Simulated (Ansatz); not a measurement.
# Cs2ThCl6 (P-3m1): phonons and vibrational spectra

Aim: the vibrations of Cs2ThCl6 (P-3m1), their spectra, and whether the structure is stable.

Program: Ansatz 0.2.0. Level of theory: DFT PBEsol, scalar-relativistic, plane waves, PAW. Results are calculated unless marked as measured.

## Step 1: Set-up

It takes space group P-3m1 (No. 164, trigonal). The conventional cell has a = 7.614 Å, b = 7.614 Å, c = 6.038 Å, α = 90.00°, β = 90.00°, γ = 120.00°. Nearest to Cs lie 12 Cl at 3.62 to 3.81 Å. Th has 6 Cl at 2.81 Å nearest. Nearest to Cl lie 1 Th at 2.81 Å and 4 Cs at 3.62 to 3.81 Å. Farther neighbours and most contacts between anions are not listed.

## Step 2: Coarse relaxation

The start is far from rest, so a relaxation with loose tolerances brings it close first.

Input file input.yaml:

```yaml
crystal:
  lattice:
    - [7.614, 0.0, 0.0]
    - [-3.807, 6.5939174244, 0.0]
    - [0.0, 0.0, 6.038]
  atoms:
    - { symbol: Cs, position: [0.3333333333, 0.6666666667, 0.75] }
    - { symbol: Cs, position: [0.6666666667, 0.3333333333, 0.25] }
    - { symbol: Th, position: [0.0, 0.0, 0.0] }
    - { symbol: Cl, position: [0.178, 0.822, 0.256] }
    - { symbol: Cl, position: [0.178, 0.356, 0.256] }
    - { symbol: Cl, position: [0.644, 0.822, 0.256] }
    - { symbol: Cl, position: [0.822, 0.178, 0.744] }
    - { symbol: Cl, position: [0.356, 0.178, 0.744] }
    - { symbol: Cl, position: [0.822, 0.644, 0.744] }
kpoints:
  mp_grid: { grid: [3, 3, 4] }
hamiltonian:
  xc: pbesol
scf:
  occupations: { method: gaussian, width: 0.1 }
output:
  forces: true
  stress: true
  eigenvalues: true
relax:
  adjacent_minimum: "off"
  f_tol: 0.05
  max_steps: 80
  cell: { stress_tol: 0.5, fix: [volume] }
```

Launch:

```bash
ansatz run input.yaml --threads 16 --pin off --max-ram 61440MiB --backend cuda --events-out ev --progress --plain --runs-dir out
```

Numbers of over 12 decimals in the logs are rounded to 6 here.

What it wrote:

```text
The last accepted step is kept in <dir> (removed where the run ends without a failure and the disk answers)
Engine: ansatz 0.2.0, aarch64-unknown-linux-gnu
Pseudopotentials: kind: paw
Pseudopotential: Cs, paw, valence charge 9, recommended cutoff 420 eV (normal), Cs.paw.azcp
Pseudopotential: Th, paw, valence charge 12, recommended cutoff 420 eV (normal), Th.paw.azcp
Pseudopotential: Cl, paw, valence charge 7, recommended cutoff 420 eV (normal), Cl.paw.azcp
Functional definition: PBEsol
  exchange = pbesol_x
  correlation = pbesol_c
[...]
cell:  # Å, volume = 303.1444 Å³
    - [7.616166, 0, 0]
    - [-3.808083, 6.595793, 0]
    - [0, 0, 6.034566]
  atoms:
    - { symbol: Cs, position: [0.333333, 0.666667, 0.737777] }
    - { symbol: Cs, position: [0.666667, 0.333333, 0.262223] }
    - { symbol: Th, position: [6.817529580368543e-19, 5.407742088485823e-19, 0] }
    - { symbol: Cl, position: [0.169793, 0.830207, 0.240625] }
    - { symbol: Cl, position: [0.169793, 0.339586, 0.240625] }
    - { symbol: Cl, position: [0.660414, 0.830207, 0.240625] }
    - { symbol: Cl, position: [0.830207, 0.169793, 0.759375] }
    - { symbol: Cl, position: [0.339586, 0.169793, 0.759375] }
    - { symbol: Cl, position: [0.830207, 0.660414, 0.759375] }
```

Run time: 2.7 s. Hardware: 1 × NVIDIA GB200 with 16 threads of Arm Neoverse V2, shared host; peak memory 1.1 GiB; 9.5 s of CPU time.

Relaxation path:

| step | energy less that of the first step (eV) | largest force component (eV/Å) | pressure (GPa) | volume (Å³) |
| --- | --- | --- | --- | --- |
| 1 | 0.0000 | 1.0662 | -3.41 | 303.14 |
| 2 | -0.5417 | 0.3031 | 0.66 | 303.14 |
| 3 | -0.5990 | 0.0655 | -0.47 | 303.14 |
| 4 | -0.6011 | 0.0090 | -0.28 | 303.14 |
| 5 | -0.6011 | 0.0089 | -0.28 | 303.14 |

The log counts 1 steps on a newly chosen plane-wave basis, not all of them marked here; energy and pressure can jump at such steps.

Forces are held to the 12 operations that the run works with; a distortion that breaks them can't arise in this run.

| conventional cell, symmetrised | before | after | change |
| --- | --- | --- | --- |
| a (Å) | 7.614 | 7.616 | +0.0 % |
| b (Å) | 7.614 | 7.616 | +0.0 % |
| c (Å) | 6.038 | 6.035 | -0.1 % |
| volume (Å³/atom) | 33.68 | 33.68 | -0.0 % |

The atoms that moved most (Å, as changes of fractional coordinates times the final cell):

| atom | dx | dy | dz | length |
| --- | --- | --- | --- | --- |
| Cl7 | 0.094 | -0.054 | 0.093 | 0.143 |
| Cl6 | 0.094 | 0.054 | -0.093 | 0.143 |
| Cl4 | -0.094 | 0.054 | -0.093 | 0.143 |
| Cl5 | 0.000 | -0.108 | -0.093 | 0.143 |
| Cl8 | -0.094 | -0.054 | 0.093 | 0.143 |
| Cl9 | 0.000 | 0.108 | 0.093 | 0.143 |
| Cs1 | 0.000 | 0.000 | -0.074 | 0.074 |
| Cs2 | 0.000 | 0.000 | 0.074 | 0.074 |

Numbers from this step:

```
pressure           : -0.2818 GPa
gap on the k-mesh  : 4.780 eV
volume per atom    : 33.68 Å³
direct gap on mesh : 4.814 eV
```

In this step the volume went from 33.68 to 33.68 Å³/atom.

## Step 3: Bringing the structure to rest

The volume is held at the value of the starting cell, while the atoms and the shape relax as far as symmetry allows.

Input file input.yaml:

```yaml
crystal:
  lattice:
    - [7.6161659158, 0.0, 0.0]
    - [-3.8080829579, 6.5957931625, 0.0]
    - [0.0, 0.0, 6.034566267]
  atoms:
    - { symbol: Cs, position: [0.3333333333, 0.6666666667, 0.7377765682] }
    - { symbol: Cs, position: [0.6666666667, 0.3333333333, 0.2622234318] }
    - { symbol: Th, position: [0.0, 0.0, 0.0] }
    - { symbol: Cl, position: [0.1697932136, 0.8302067864, 0.24062469] }
    - { symbol: Cl, position: [0.1697932136, 0.3395864273, 0.24062469] }
    - { symbol: Cl, position: [0.6604135727, 0.8302067864, 0.24062469] }
    - { symbol: Cl, position: [0.8302067864, 0.1697932136, 0.75937531] }
    - { symbol: Cl, position: [0.3395864273, 0.1697932136, 0.75937531] }
    - { symbol: Cl, position: [0.8302067864, 0.6604135727, 0.75937531] }
kpoints:
  mp_grid: { grid: [3, 3, 4] }
hamiltonian:
  xc: pbesol
scf:
  occupations: { method: gaussian, width: 0.02 }
output:
  forces: true
  stress: true
  eigenvalues: true
relax:
  adjacent_minimum: "off"
  f_tol: 0.005
  max_steps: 80
  cell: { stress_tol: 0.05, fix: [volume] }
```

What it wrote:

```text
[...]
Crystal: 9 atoms, lattice volume = 303.144 Å³
Basis set: ecut = 420 eV, 5871 PW (Γ), exchange–correlation on 108×108×90 points (8 copies of the dense FFT grid, shifted against one another)
Bands: 45, of which v1, the nominal top of the filled ones, is band 36 counted from 1 (35 counted from 0)
Symmetry: 12 space group operations
[...]
- { symbol: Cs, position: [0.666667, 0.333333, 0.265706] }
    - { symbol: Th, position: [0, 0, 0] }
    - { symbol: Cl, position: [0.170021, 0.829979, 0.239881] }
    - { symbol: Cl, position: [0.170021, 0.340042, 0.239881] }
    - { symbol: Cl, position: [0.659958, 0.829979, 0.239881] }
    - { symbol: Cl, position: [0.829979, 0.170021, 0.760119] }
    - { symbol: Cl, position: [0.340042, 0.170021, 0.760119] }
    - { symbol: Cl, position: [0.829979, 0.659958, 0.760119] }
[key lines of the parts left out:]
SCF converged after 5 iterations
Free energy (F): -30611.980266 eV
Fermi energy:    4.597820 eV
P = ⅓ Tr σ = -0.2608 GPa (-2.608 kbar)
```

The job ended after 3.3 s (1 × NVIDIA GB200 with 16 threads; peak memory 1.2 GiB).

Relaxation path:

| step | energy less that of the first step (eV) | largest force component (eV/Å) | pressure (GPa) | volume (Å³) |
| --- | --- | --- | --- | --- |
| 1 | 0.0000 | 0.0089 | -0.28 | 303.14 |
| 2 | -0.0003 | 0.0073 | -0.27 | 303.14 |
| 3 | -0.0007 | 0.0066 | -0.28 | 303.14 |
| 4 | -0.0007 | 0.0040 | -0.26 | 303.14 |
| 5 | -0.0007 | 0.0040 | -0.26 | 303.14 |

The log counts 1 steps on a newly chosen plane-wave basis, not all of them marked here; energy and pressure can jump at such steps.

Forces are held to the 12 operations that the run works with; a distortion that breaks them can't arise in this run.

| conventional cell, symmetrised | before | after | change |
| --- | --- | --- | --- |
| a (Å) | 7.616 | 7.592 | -0.3 % |
| b (Å) | 7.616 | 7.592 | -0.3 % |
| c (Å) | 6.035 | 6.073 | +0.6 % |
| volume (Å³/atom) | 33.68 | 33.68 | -0.0 % |

The atoms that moved most (Å, as changes of fractional coordinates times the final cell):

| atom | dx | dy | dz | length |
| --- | --- | --- | --- | --- |
| Cs2 | 0.000 | 0.000 | 0.021 | 0.021 |
| Cs1 | 0.000 | 0.000 | -0.021 | 0.021 |
| Cl7 | -0.003 | 0.001 | 0.005 | 0.005 |
| Cl8 | 0.003 | 0.001 | 0.005 | 0.005 |
| Cl9 | 0.000 | -0.003 | 0.005 | 0.005 |
| Cl6 | -0.003 | -0.001 | -0.005 | 0.005 |
| Cl5 | 0.000 | 0.003 | -0.005 | 0.005 |
| Cl4 | 0.003 | -0.001 | -0.005 | 0.005 |

This step gave:

```yaml
pressure: -0.2608 GPa
gap_on_the_k_mesh: 4.792 eV
direct_gap_on_mesh: 4.825 eV
```

In this step the volume went from 33.68 to 33.68 Å³/atom.

## Step 4: Relaxing to small forces for the phonons

At the same fixed volume the relaxation is repeated with tight tolerances, on the k mesh and occupations of the phonon run that follows.

Input file input.yaml:

```yaml
crystal:
  lattice:
    - [7.5919962069, 0.0, 0.0]
    - [-3.7959981035, 6.5748615806, 0.0]
    - [0.0, 0.0, 6.073050448]
  atoms:
    - { symbol: Cs, position: [0.3333333333, 0.6666666667, 0.7342936776] }
    - { symbol: Cs, position: [0.6666666667, 0.3333333333, 0.2657063224] }
    - { symbol: Th, position: [0.0, 0.0, 0.0] }
    - { symbol: Cl, position: [0.1700210672, 0.8299789328, 0.2398809768] }
    - { symbol: Cl, position: [0.1700210672, 0.3400421344, 0.2398809768] }
    - { symbol: Cl, position: [0.6599578656, 0.8299789328, 0.2398809768] }
    - { symbol: Cl, position: [0.8299789328, 0.1700210672, 0.7601190232] }
    - { symbol: Cl, position: [0.3400421344, 0.1700210672, 0.7601190232] }
    - { symbol: Cl, position: [0.8299789328, 0.6599578656, 0.7601190232] }
kpoints:
  mp_grid: { grid: [4, 4, 4] }
hamiltonian:
  xc: pbesol
scf:
  occupations: { method: fixed }
output:
  forces: true
  stress: true
  eigenvalues: true
relax:
  adjacent_minimum: "off"
  f_tol: 0.001
  max_steps: 60
  cell: { stress_tol: 0.01, fix: [volume] }
```

What it wrote:

```text
[...]
Crystal: 9 atoms, lattice volume = 303.144 Å³
Basis set: ecut = 420 eV, 5913 PW (Γ), exchange–correlation on 108×108×90 points (8 copies of the dense FFT grid, shifted against one another)
Bands: 45, of which v1, the nominal top of the filled ones, is band 36 counted from 1 (35 counted from 0)
Symmetry: 12 space group operations
[...]
- { symbol: Cs, position: [0.666667, 0.333333, 0.265358] }
    - { symbol: Th, position: [0, 0, 0] }
    - { symbol: Cl, position: [0.169907, 0.830093, 0.240266] }
    - { symbol: Cl, position: [0.169907, 0.339814, 0.240266] }
    - { symbol: Cl, position: [0.660186, 0.830093, 0.240266] }
    - { symbol: Cl, position: [0.830093, 0.169907, 0.759734] }
    - { symbol: Cl, position: [0.339814, 0.169907, 0.759734] }
    - { symbol: Cl, position: [0.830093, 0.660186, 0.759734] }
[key lines of the parts left out:]
SCF converged after 4 iterations
Free energy (F): -30611.980452 eV
Fermi energy:    2.201524 eV
P = ⅓ Tr σ = -0.2654 GPa (-2.654 kbar)
```

The job ended after 3.2 s (1 × NVIDIA GB200 with 16 threads; peak memory 1.3 GiB; 9.2 s of CPU time).

Little changed from the start: no atom moved by 0.005 Å and no cell edge by 0.1 %.

Numbers from this step:

- pressure: -0.2654 GPa

The largest force component left is 0.42 meV/Å. The volume is held at 33.68 Å³/atom, so a pressure of -0.27 GPa remains at this level.

[end of part 1 of 3]

[Logs are printed without paths, hosts, clocks, repeated set-up lines and the standing remarks that a program may print on its own settings, such as how far it seeks lower states.]

[Hosts, paths, dates, database ids (printed as entryN), source tags and the programs' standing remarks are cut or masked in the printed files.]
